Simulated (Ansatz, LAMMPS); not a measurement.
# An extra electron or hole in amorphous 61SiO2-39B2O3 (mol %) (106 atoms): runs compared

Aim: add and remove one electron in amorphous 61SiO2-39B2O3 (mol %) (106 atoms), with atoms held and relaxed, and read trapping energy and localisation.

Computed with Ansatz 0.2.0: Kohn-Sham DFT, PBE, PAW (set soft_2), plane waves.

**1. The cell as built**

The cell holds 106 atoms: 17 Si, 22 B and 67 O. Its edges and angles: a = 11.360 Å, b = 11.360 Å, c = 11.360 Å, α = 90.0°, β = 90.0°, γ = 90.0°. 106 atoms (17 Si, 22 B, 67 O) placed at random at 2.02 g/cm³, melted at 4000 K for 10 ps at fixed volume with the Buckingham and Coulomb pair potential of Guillot and Sator (Geochim. Cosmochim. Acta 71, 1249 (2007)) with the boron terms of Wang et al. (J. Non-Cryst. Solids 498, 294 (2018)). Quenched from 4000 K to 300 K at 100 K/ps and fixed volume, held 5 ps, then minimised at fixed cell.

What the set-up can't give: The quench rate of 100 K/ps is orders of magnitude faster than experiment, which tends to freeze in extra defects. The starting topology of bonds comes from the classical model, and needn't be the one that DFT or experiment would give. Sampling is at Γ alone, for a cell whose shortest periodic width is 11 Å.

**2. The reference run**

The reference is a single point at the end of the relaxation.

The charged cells start from the geometry of this run, on a uniform background, with spin and a narrow Fermi–Dirac smearing.

Its input, with most atom lines left out:

```yaml
crystal:
  lattice:
    - [11.3595, 0.0, 0.0]
    - [0.0, 11.3595, 0.0]
    - [0.0, 0.0, 11.3595]
  atoms:
    - { symbol: Si, position: [0.96009, 0.1361, 0.09578] }
    - { symbol: Si, position: [0.84594, 0.63953, 0.12543] }
    - { symbol: Si, position: [0.18251, 0.41207, 0.36223] }
    - { symbol: Si, position: [0.96864, 0.87086, 0.20563] }
    - { symbol: Si, position: [0.1942, 0.54122, 0.89082] }
    - { symbol: Si, position: [0.79659, 0.28377, 0.41429] }
    - { symbol: Si, position: [0.38927, 0.39684, 0.75957] }
    [... atom lines 8 to 106 left out ...]
kpoints:
  mp_grid: { grid: [1, 1, 1] }
hamiltonian:
  xc: pbe
scf:
  occupations: { method: fixed }
output:
  forces: true
  stress: true
  populations: true
  dos:
    method: { smearing: { sigma: 0.08 } }
    de: 0.1
    projected: { site_lists: { B: [B], O: [O], Si: [Si] } }
  eigenvalues: true
  write_density: true
  write_potential: true
  volumetric_format: npy
  elf: true
```

| Quantity | Value |
| --- | --- |
| free energy per atom | -493.9452 eV/atom |
| r.m.s. force component | 0.00632 eV/Å |
| pressure | 0.496 GPa |

Filled and empty levels are parted by 5.64 eV (at Γ alone); a semilocal functional tends to put such gaps too low. In a disordered cell it changes from sample to sample, and tail or defect levels can set it.

**3. The runs**

Each row is one run, on 4 threads of Intel Xeon 6975P-C (Granite Rapids), shared host. The free energy is the program's total, comparable only between runs with the same functional, potentials and atoms; between charge states it hangs on the program's zero of potential.

| run | atoms | outcome | ionic steps, all passes | free energy (eV) | time | host memory (GiB) |
| --- | --- | --- | --- | --- | --- | --- |
| Single point at the start | 106 | converged | - | -52350.543 | 13 s | 1.8 |
| Relaxation | 106 | converged | 33 | -52358.195 | 3.3 min | 1.8 |
| Single point at the relaxed geometry | 106 | converged | - | -52358.195 | 13 s | 2.0 |
| An extra electron, atoms held | 106 | converged | - | -52352.008 | 35 s | 3.1 |
| An extra electron, atoms relaxed | 106 | converged | 3 | -52352.017 | 36 s | 3.0 |
| An extra electron, levels at the relaxed geometry | 106 | converged | - | -52352.017 | 35 s | 3.1 |
| Neutral at the geometry of the electron | 106 | converged | - | -52358.187 | 11 s | 2.0 |
| An extra hole, atoms held | 106 | converged | - | -52358.682 | 45 s | 3.1 |
| An extra hole, atoms relaxed | 106 | converged | 5 | -52358.713 | 2.1 min | 3.1 |
| An extra hole, levels at the relaxed geometry | 106 | converged | - | -52358.713 | 58 s | 3.1 |
| Neutral at the geometry of the hole | 106 | converged | - | -52358.156 | 11 s | 2.0 |

In some runs the program notes that the exchange-correlation potential is rough where the density is thin and starting moments were not kept.

**4. Energies and spread of the extra charge**

Energies are differences within one cell and functional; the shift is the gain plus the neutral cell's energy at the new geometry, that is how much cheaper the vertical process becomes there. The spread is the participation number of the site moments (1/Σw², over the spin inside atomic spheres), with the atom that holds the largest share and the spin that the spheres hold in all.

| carrier | charged less neutral, atoms held (eV) | gain on relaxing (eV) | neutral cell at that geometry, less the reference (eV) | shift of the vertical energy (eV) | spread, atoms held | spread, relaxed |
| --- | --- | --- | --- | --- | --- | --- |
| electron | 6.188 | 0.010 | 0.009 | 0.018 | - | - |
| hole | -0.486 | 0.031 | 0.040 | 0.071 | 49; O50 6 % of 0.69 μB | 37; O50 9 % of 0.69 μB |

**5. What came out**

The extra electron gains 0.0096 eV as the atoms relax: so small a gain shows no trapping at this level. The cell with the electron keeps a moment of only 0.00 μB where one unpaired electron should give 1 μB: the carrier is shared between both spins, which can hide trapping. The extra hole gains 0.031 eV as the atoms relax, and its spin goes from about 49 to 37 atoms: it stays spread out at this level. Adding the two vertical energies gives 5.70 eV, against a gap of 5.64 eV in the neutral cell. The zero of the potential cancels in this sum; the excess isn't taken apart here: charging of a small cell, filling of bands on a coarse mesh and the attraction to the background can all enter.

Caveats: Single energies of charged cells hang on the program's zero of potential. In the spin-polarised runs the search for a state of lower energy was switched off. No distortion was seeded, so a trapped state behind a barrier can't be found. Local and semilocal functionals favour spread-out charges, so trapping can be missed. Charged cells carry a uniform background, with no correction for images.

The DFT runs together took 9.6 min of wall time.

[Logs are printed without paths, hosts, clocks, repeated set-up lines and the standing remarks that a program may print on its own settings, such as how far it seeks lower states.]

[Hosts, paths, dates, database ids (printed as entryN), source tags and the programs' standing remarks are cut or masked in the printed files.]
